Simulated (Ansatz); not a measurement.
## KI (Fm-3m): converging the G0W0 gap

Aim: see how the G0W0 gap of KI (Fm-3m) on PBE moves with empty bands and screening cutoff, and what each rung costs.

Calculated with Ansatz 0.2.0; G0W0 on PBE, plane waves, PAW.

## Step 1: The starting structure

Symmetry: Fm-3m, No. 225, cubic system. The conventional cell has a = 7.066 Å, b = 7.066 Å, c = 7.066 Å, α = 90.00°, β = 90.00°, γ = 90.00°. Nearest to K lie 6 I at 3.53 Å. Nearest to I lie 6 K at 3.53 Å. Farther neighbours and most contacts between anions are not listed.

The cell and positions come from the Crystallography Open Database and are kept as given unless a step says otherwise. Spin-orbit coupling is left out unless a step names it. The default PAW set here is soft_2. Its files were made with PBE.

## Step 2: 93 empty bands, screening to 60 eV

G0W0 replaces the xc potential by the self-energy, built once from these orbitals. Only a window of levels is corrected, while the sums run over the empty bands that the input names.

Contents of input.yaml:

```yaml
crystal:
  lattice:
    - [0.0, 3.532775, 3.532775]
    - [3.532775, 0.0, 3.532775]
    - [3.532775, 3.532775, 0.0]
  atoms:
    - { symbol: K, position: [0.0, 0.0, 0.0] }
    - { symbol: I, position: [0.5, 0.5, 0.5] }
kpoints:
  mp_grid: { grid: [4, 4, 4] }
hamiltonian:
  xc: pbe
scf:
  occupations: { method: fixed }
gw:
  n_empty_bands: 93
  ecut_chi: 60
  qp_bands: [v2, c2]
  qp_kpoints: band_edges
  screening: { model: contour_deformation }
```

Command:

```console
$ ansatz run input.yaml --threads 3 --pin off --max-ram 92160MiB --backend cuda --events-out ev --progress --plain --runs-dir out --devices 1 --max-vram 13GiB
```

Numbers of over 12 decimals in the logs are rounded to 6 here.

The log of the run:

```text
GPUs: using 1 of 1 available (devices: 1).
Engine: ansatz 0.2.0, x86_64-unknown-linux-gnu
Pseudopotentials: kind: paw
Pseudopotential: K, paw, valence charge 9, recommended cutoff 420 eV (normal), K.paw.azcp
Pseudopotential: I, paw, valence charge 17, recommended cutoff 420 eV (normal), I.paw.azcp
Functional definition: PBE
  parameter kappa = 0.804
  parameter beta = 0.066725
  exchange = pbe_x(kappa = kappa, mu = beta*pi^2/3)
  correlation = pbe_c(beta = beta)
device memory: the entry about to start is reckoned to put 1.1 GiB on a device that reports 45.1 GiB free (of which the cap on the GPU budget leaves the run 13.0 GiB)
GPU FFT provider: cuFFT
GPU libraries: cuBLAS 13.8.2, cuFFT 12.4.0, cuSOLVER 12.3.4
Crystal: 2 atoms, lattice volume = 88.182 Å³
Basis set: ecut = 420 eV, 1759 PW (Γ)
Bands: 17, of which v1, the nominal top of the filled ones, is band 13 counted from 1 (12 counted from 0)
Symmetry: 48 space group operations
Space group: Fm-3m (ITA 225), of the structure as read, at distance tolerance 4.5e-5 Å
k-points: 8 of 64
Non-local potential: K, projectors of the file, l = 0: 3, l = 1: 2, l = 2: 2
Non-local potential: I, projectors of the file, l = 0: 2, l = 1: 2, l = 2: 2, l = 3: 2
PAW form: soft (Blöchl's): semilocal exchange-correlation on the pseudo side does not see the compensation charge
PAW one-centre angular grid: K, 110 points (default); XC on 64 Gauss nodes
PAW one-centre angular grid: I, 590 points (default); XC on 64 Gauss nodes
Initial density: superposition of atomic densities (neutral atoms: chi_scale 0, normalization atom), corrected by the library's trained network
Initial wavefunctions: pseudopotential atomic-orbital guess
GPU buffer pool allocated for 46656 grid points (all kernels)
GPU transforms: local potential and band sums: pruned to the plane-wave sphere, on 36×36×36
Functional: x = pbe(κ = 0.804, μ = 0.219515), c = pbe(β = 0.066725)
SCF iter   1: F=—  HF=-9053.689555 eV  |F-HF|=—  |Δ(HF+E_count)|=         —  Δρ=2.60e-4  dr2=7.32e-5  ethr=1.77e-3  ⟨swp⟩=5.4  Hψ=632  notcnv=0  defer=13
preconditioner: auto → none  [insulator: Δε(μ)=3.960 eV  Ē_g=13.738 eV  n_scr=14 (ndim 8)  ℏωp=14.8 eV  f_vac=0.139  ε∞_Penn≈2.2]
SCF iter   2: F=—  HF=-9053.689149 eV  |F-HF|=—  |Δ(HF+E_count)|=   4.06e-4  Δρ=3.39e-4  dr2=2.04e-4  ethr=2.81e-7  ⟨swp⟩=3.2  Hψ=386  notcnv=0  defer=14
SCF iter   3: F=—  HF=-9053.689086 eV  |F-HF|=—  |Δ(HF+E_count)|=   6.24e-5  Δρ=1.78e-4  dr2=5.31e-5  ethr=2.81e-7  ⟨swp⟩=2.1  Hψ=240  notcnv=0  defer=15
SCF iter   4: F=—  HF=-9053.689077 eV  |F-HF|=—  |Δ(HF+E_count)|=   9.61e-6  Δρ=1.66e-5  dr2=2.27e-7  ethr=2.04e-7  ⟨swp⟩=2.0  Hψ=252  notcnv=0  defer=16
iter 5 did not close the SCF: its close was put off for the readings that it lacked (scf_convergence_deferred on its scf_iter line)
SCF iter   5: F=-9053.689078 eV  HF=-9053.689078 eV  |F-HF|=9.36e-8  |Δ(HF+E_count)|=   1.02e-6  Δρ=7.55e-6  dr2=8.77e-8  ethr=8.74e-10  ⟨swp⟩=2.6  Hψ=245  notcnv=0  defer=16
SCF iter   6: F=-9053.689078 eV  HF=-9053.689078 eV  |F-HF|=3.74e-8  |Δ(HF+E_count)|=   2.62e-8  Δρ=4.21e-6  dr2=3.32e-8  ethr=3.37e-10  ⟨swp⟩=5.9  Hψ=727  notcnv=0
SCF 1 converged in 6 iterations: F = -9053.689078 eV  dr2 = 3.32e-8
  greatest PAW one-centre occupation: 0.999 electrons in one spin orbital (limit 2), on the I atom at site 1 (counted from 0), in its partial waves of l = 2
device memory: the entry about to start is reckoned to put 1.6 GiB on a device that reports 45.8 GiB free (of which the cap on the GPU budget leaves the run 13.0 GiB)
NSCF: frozen V_eff on 8 k-points
the band table was solved once the SCF had ended and its energy, with any forces and stress, was formed, with the checks that follow a solve (851 applications of the Hamiltonian). They found nothing against the state; the energy, forces and stress were not computed again (output.eigenvalues in the input reference)
device memory: the entry about to start is reckoned to put 3.5 GiB on a device that reports 46.4 GiB free (of which the cap on the GPU budget leaves the run 13.0 GiB)
NSCF: frozen V_eff on 8 k-points
G₀W₀ screening: q 1/8
[... further progress lines ...]
device memory: the entry about to start is reckoned to put 0.4 GiB on a device that reports 44.6 GiB free (of which the cap on the GPU budget leaves the run 13.0 GiB)
NSCF: frozen V_eff on 1 k-points
SCF converged after 6 iterations
Free energy (F): -9053.689078 eV
Harris-Foulkes:  -9053.689078 eV  (|F-HF|=3.74e-8)
Internal energy: -9053.689078 eV  (E = F + TS)
E sigma→0 (E₀):  -9053.689078 eV
Fermi energy:    2.267639 eV
--- Per-component energies (eV) ---
  E_band       = -521.527736
  E_kinetic    = 443.099407
  E_local      = -2830.562170  (includes V_loc(G=0)·N_el)
  E_nonlocal   = -77.388112
  E_hartree    = 1342.127182
  E_xc         = -263.478542
  E_vxc        = -293.793877  (∫ρ·V_xc dr)
  E_paw        = -5599.054478  (= ΣΔE_a)
  E_vpaw       = -447.126926  (= ΣTr[D̂ρ^β])
  E_aug_tail   = -0.000007  (compensation charges beyond the density's cutoff)
  E_ewald      = -2068.432357
  E_smearing   = -0.000000  (= −TS)
  E_closure    = 0.000000  (closes the sum)
  Σ components = -9053.689078   (vs F -9053.689078, Δ=0.00e0)
--- Band table (eV; the first three rows and the last of 8) ---
  k-point 0: bands = [... 9 lower, -8.2339, 2.2676, 2.2676, 2.2676, 6.2342, 8.7740, 8.7740, 8.7740]
  k-point 1: bands = [... 9 lower, -8.0914, 1.5091, 2.0914, 2.0914, 7.3291, 8.8465, 9.3824, 9.3824]
  k-point 2: bands = [... 9 lower, -7.9566, 0.9497, 1.9315, 1.9315, 7.7954, 9.9767, 10.4316, 10.4316]
  k-point 7: bands = [... 9 lower, -8.0325, 1.5417, 1.5417, 1.6690, 8.7387, 8.7387, 8.9137, 10.4549]
--- G₀W₀: contour deformation, 5 samples at zero and on the imaginary axis and 2 off it, 64 q-points, 93 empty bands' worth ---
  eigenvalues of the whole cell's RPA ε∞ on this k-mesh (on a slab, of 1 + 4πα/V) = 2.6391, 2.6391, 2.6391; static W/v taken at q = 0 is 0.378919
  bands read: the sum over 106 bands ends inside a degenerate multiplet in 2 slots, whose members it reads at an even weight; the widest, k=0: bands 105 to 107 (counted from 1) at 2/3 each
  gw.qp_kpoints: band_edges: 8 of 8 stored k-points solved, in 1 pass; an edge of the gap read off the rows below is read off those points alone
    ik  band        ε_KS         Σx   Σc(E_QP)       V_xc       Z   E_QP_lin       E_QP  E_QP is
     0    12      2.2676   -17.3234     1.8506   -14.1827  0.8043     0.9540     0.9776  root
     0    13      2.2676   -17.3234     1.8506   -14.1827  0.8043     0.9540     0.9776  root
     0    14      6.2342    -4.3249    -2.9382    -7.8581  0.8475     6.8327     6.8292  root
     0    15      8.7740    -3.8696    -3.2035    -8.2146  0.8364     9.9321     9.9154  root
     1    12      2.0914   -17.0243     1.8722   -13.8331  0.8028     0.7469     0.7725  root
     1    13      2.0914   -17.0243     1.8722   -13.8331  0.8028     0.7469     0.7725  root
     1    14      7.3291    -4.6032    -2.9776    -8.2563  0.8415     8.0097     8.0047  root
     1    15      8.8465    -4.3116    -3.1750    -8.4588  0.8319     9.8315     9.8187  root
     2    12      1.9315   -16.7962     1.9017   -13.5479  0.8012     0.5571     0.5848  root
     2    13      1.9315   -16.7962     1.9017   -13.5479  0.8012     0.5571     0.5848  root
     2    14      7.7954    -3.6959    -2.9080    -7.1900  0.8414     8.3853     8.3815  root
     2    15      9.9767    -5.1508    -3.5083    -9.8668  0.8155    11.2117    11.1843  root
     3    12      2.0627   -17.0548     1.8899   -13.8289  0.8027     0.7003     0.7268  root
     3    13      2.0627   -17.0548     1.8899   -13.8289  0.8027     0.7003     0.7268  root
     3    14      7.5635    -4.9101    -3.0693    -8.7634  0.8399     8.3545     8.3476  root
     3    15      7.7990    -3.3334    -3.0029    -7.1863  0.8413     8.6573     8.6490  root
     4    12      1.7263   -16.5482     1.9471   -13.2005  0.7999     0.2944     0.3256  root
     4    13      1.9161   -16.8645     1.9193   -13.5844  0.8012     0.5269     0.5553  root
     4    14      7.9371    -3.6549    -2.9943    -7.4347  0.8399     8.7298     8.7226  root
     4    15      8.9836    -4.9228    -3.2378    -9.0858  0.8306     9.9203     9.9087  root
     5    12      1.7685   -16.5978     1.9392   -13.2611  0.8007     0.3403     0.3710  root
     5    13      1.9413   -16.8251     1.9010   -13.5788  0.8012     0.5685     0.5961  root
     5    14      8.4314    -4.7136    -3.1032    -8.6077  0.8343     9.2303     9.2224  root
     5    15      8.8007    -4.0921    -3.1112    -8.0959  0.8324     9.7040     9.6933  root
     6    12      1.9018   -16.9356     1.9376   -13.6233  0.8012     0.4981     0.5271  root
     6    13      1.9018   -16.9356     1.9376   -13.6233  0.8012     0.4981     0.5271  root
     6    14      7.2091    -3.2346    -2.8894    -6.8775  0.8441     7.9688     7.9626  root
     6    15      8.0416    -4.2416    -3.1315    -8.1555  0.8410     8.8307     8.8239  root
     7    12      1.5417   -16.3903     2.0030   -12.9402  0.7985     0.0597     0.0945  root
     7    13      1.6690   -16.4223     1.9409   -13.0755  0.7991     0.2312     0.2631  root
     7    14      8.7387    -4.0658    -3.1240    -8.1132  0.8328     9.6735     9.6621  root
     7    15      8.7387    -4.0658    -3.1240    -8.1132  0.8328     9.6735     9.6621  root
```

Wall time 10 s (1 × NVIDIA H100 80GB HBM3 (shared by 6 runs) with 3 threads of AMD EPYC 7R13 (Zen 3), shared host); peak memory 1 GiB.

The column dr2 measures how far the density is from self-consistency, as an energy; F and HF (Harris–Foulkes) agree once it is small.

Numbers from this step:

| Quantity | Value |
| --- | --- |
| bands summed | 106 |
| RPA ε∞ on this mesh (eigenvalues) | 2.639, 2.639, 2.639 |
| plane waves in the screening matrix | 89 |
| q-points in the mesh | 64 |
| G0W0 gap on the mesh | 5.852 eV |
| k of the valence top | 0, 0, 0 |
| k of the conduction bottom | 0, 0, 0 |
| starting gap on the mesh | 3.967 eV |
| Z at the valence top | 0.8043 |
| Z at the conduction bottom | 0.8475 |
| least direct G0W0 gap on the computed points | 5.852 eV |

The gap on the mesh goes from 3.97 eV to 5.85 eV, a correction of +1.89 eV. Between the two edge states, bare exchange in place of the xc potential would open the gap by 6.67 eV, and correlation takes back 4.79 eV.

## Step 3: 263 empty bands, screening to 120 eV

Another rung: the empty bands reach about as high as the screening cutoff, so the two stay in balance.

Changes to input.yaml since step 2:

```diff
@@ -15,4 +15,4 @@
 gw:
-  n_empty_bands: 93
-  ecut_chi: 60
+  n_empty_bands: 263
+  ecut_chi: 120
   qp_bands: [v2, c2]
```

The log of the run:

```text
GPUs: using 1 of 1 available (devices: 1).
[...]
GPU FFT provider: cuFFT
GPU libraries: cuBLAS 13.8.2, cuFFT 12.4.0, cuSOLVER 12.3.4
Crystal: 2 atoms, lattice volume = 88.182 Å³
Basis set: ecut = 420 eV, 1759 PW (Γ)
Bands: 17, of which v1, the nominal top of the filled ones, is band 13 counted from 1 (12 counted from 0)
Symmetry: 48 space group operations
[...]
k-points: 8 of 64
[...]
GPU buffer pool allocated for 46656 grid points (all kernels)
[...]
SCF iter   1: F=—  HF=-9053.689555 eV  |F-HF|=—  |Δ(HF+E_count)|=         —  Δρ=2.60e-4  dr2=7.32e-5  ethr=1.77e-3  ⟨swp⟩=5.4  Hψ=632  notcnv=0  defer=13
[...]
SCF iter   6: F=-9053.689078 eV  HF=-9053.689078 eV  |F-HF|=3.74e-8  |Δ(HF+E_count)|=   2.62e-8  Δρ=4.21e-6  dr2=3.32e-8  ethr=3.37e-10  ⟨swp⟩=5.9  Hψ=727  notcnv=0
SCF 1 converged in 6 iterations: F = -9053.689078 eV  dr2 = 3.32e-8
[...]
NSCF: frozen V_eff on 8 k-points
[...]
G₀W₀ screening: q 1/8
[... further progress lines ...]
[...]
SCF converged after 6 iterations
Free energy (F): -9053.689078 eV
[...]
Internal energy: -9053.689078 eV  (E = F + TS)
E sigma→0 (E₀):  -9053.689078 eV
Fermi energy:    2.267639 eV
[...]
--- Band table (eV; the first three rows and the last of 8) ---
  k-point 0: bands = [... 9 lower, -8.2339, 2.2676, 2.2676, 2.2676, 6.2342, 8.7740, 8.7740, 8.7740]
  k-point 1: bands = [... 9 lower, -8.0914, 1.5091, 2.0914, 2.0914, 7.3291, 8.8465, 9.3824, 9.3824]
  k-point 2: bands = [... 9 lower, -7.9566, 0.9497, 1.9315, 1.9315, 7.7954, 9.9767, 10.4316, 10.4316]
  k-point 7: bands = [... 9 lower, -8.0325, 1.5417, 1.5417, 1.6690, 8.7387, 8.7387, 8.9137, 10.4549]
[...]
0    12      2.2676   -17.3234     1.5006   -14.1827  0.8004     0.5878     0.6276  root
     0    13      2.2676   -17.3234     1.5006   -14.1827  0.8004     0.5878     0.6276  root
     0    14      6.2342    -4.3249    -3.0600    -7.8581  0.8466     6.7096     6.7075  root
     0    15      8.7740    -3.8696    -3.3367    -8.2146  0.8350     9.7950     9.7822  root
     1    12      2.0914   -17.0243     1.5375   -13.8331  0.7991     0.3958     0.4377  root
     1    13      2.0914   -17.0243     1.5375   -13.8331  0.7991     0.3958     0.4377  root
     1    14      7.3291    -4.6032    -3.1221    -8.2563  0.8403     7.8632     7.8602  root
     1    15      8.8465    -4.3116    -3.3333    -8.4588  0.8302     9.6692     9.6604  root
[...]
7    12      1.5417   -16.3903     1.7134   -12.9402  0.7953    -0.2472    -0.1950  root
     7    13      1.6690   -16.4223     1.6422   -13.0755  0.7958    -0.0845    -0.0356  root
     7    14      8.7387    -4.0658    -3.2729    -8.1132  0.8313     9.5210     9.5132  root
     7    15      8.7387    -4.0658    -3.2729    -8.1132  0.8313     9.5210     9.5132  root
```

Wall time 9.9 s (1 × NVIDIA H100 80GB HBM3 (shared by 6 runs) with 3 threads); peak memory 1.2 GiB; 14 s of CPU time.

This step gave:

```yaml
bands_summed: 276
rpa_eps_infinity_on_this_mesh_eigenvalues: 2.640, 2.640, 2.640
plane_waves_in_the_screening_matrix: 259
q_points_in_the_mesh: 64
g0w0_gap_on_the_mesh: 6.080 eV
k_of_the_valence_top: 0, 0, 0
k_of_the_conduction_bottom: 0, 0, 0
starting_gap_on_the_mesh: 3.967 eV
z_at_the_valence_top: 0.8004
z_at_the_conduction_bottom: 0.8466
least_direct_g0w0_gap_on_the_computed_points: 6.080 eV
```

Against the run with 4×4×4 mesh, 93 empty bands, screening to 60 eV, the gap moves by +0.23 eV.

## Step 4: 566 empty bands, screening to 200 eV

Changes to input.yaml since step 3:

```diff
@@ -15,4 +15,4 @@
 gw:
-  n_empty_bands: 263
-  ecut_chi: 120
+  n_empty_bands: 566
+  ecut_chi: 200.0
   qp_bands: [v2, c2]
```

The log of the run:

```text
GPUs: using 1 of 1 available (devices: 1).
[...]
GPU FFT provider: cuFFT
GPU libraries: cuBLAS 13.8.2, cuFFT 12.4.0, cuSOLVER 12.3.4
Crystal: 2 atoms, lattice volume = 88.182 Å³
Basis set: ecut = 420 eV, 1759 PW (Γ)
Bands: 17, of which v1, the nominal top of the filled ones, is band 13 counted from 1 (12 counted from 0)
Symmetry: 48 space group operations
[...]
k-points: 8 of 64
[...]
1    15      8.8465    -4.3116    -3.3993    -8.4588  0.8299     9.6018     9.5944  root
[...]
7    12      1.5417   -16.3903     1.5922   -12.9402  0.7948    -0.3778    -0.3163  root
     7    13      1.6690   -16.4223     1.5188   -13.0755  0.7953    -0.2169    -0.1590  root
     7    14      8.7387    -4.0658    -3.3325    -8.1132  0.8310     9.4603     9.4536  root
     7    15      8.7387    -4.0658    -3.3325    -8.1132  0.8310     9.4603     9.4536  root
[key lines of the parts left out:]
SCF converged after 6 iterations
Free energy (F): -9053.689078 eV
Fermi energy:    2.267639 eV
```

The job ended after 26 s (1 × NVIDIA H100 80GB HBM3 (shared by 6 runs) with 3 threads; peak memory 1.6 GiB; 26 s of CPU time).

This step gave:

* bands summed: 579
* RPA ε∞ on this mesh (eigenvalues): 2.638, 2.638, 2.638
* plane waves in the screening matrix: 537
* G0W0 gap on the mesh: 6.147 eV
* k of the valence top: 0, 0, 0
* k of the conduction bottom: 0, 0, 0
* starting gap on the mesh: 3.967 eV
* least direct G0W0 gap on the computed points: 6.147 eV

Against the run with 4×4×4 mesh, 263 empty bands, screening to 120 eV, the gap moves by +0.07 eV.

(Continued in part 2 of 2.)

[Paths, hosts, dates, memory and timing lines, banners, echoed tables and standing remarks are left out of the program output.]

[Logs are printed without paths, hosts, clocks, repeated set-up lines and the standing remarks that a program may print on its own settings, such as how far it seeks lower states.]

[Runs of the session that timed out or met a known fault of the program may be left out.]

[Cells called generated may have been cut or substituted from an entry of the Crystallography Open Database or the Materials Project.]

[Hosts, paths, dates, database ids (printed as entryN), source tags and the programs' standing remarks are cut or masked in the printed files.]
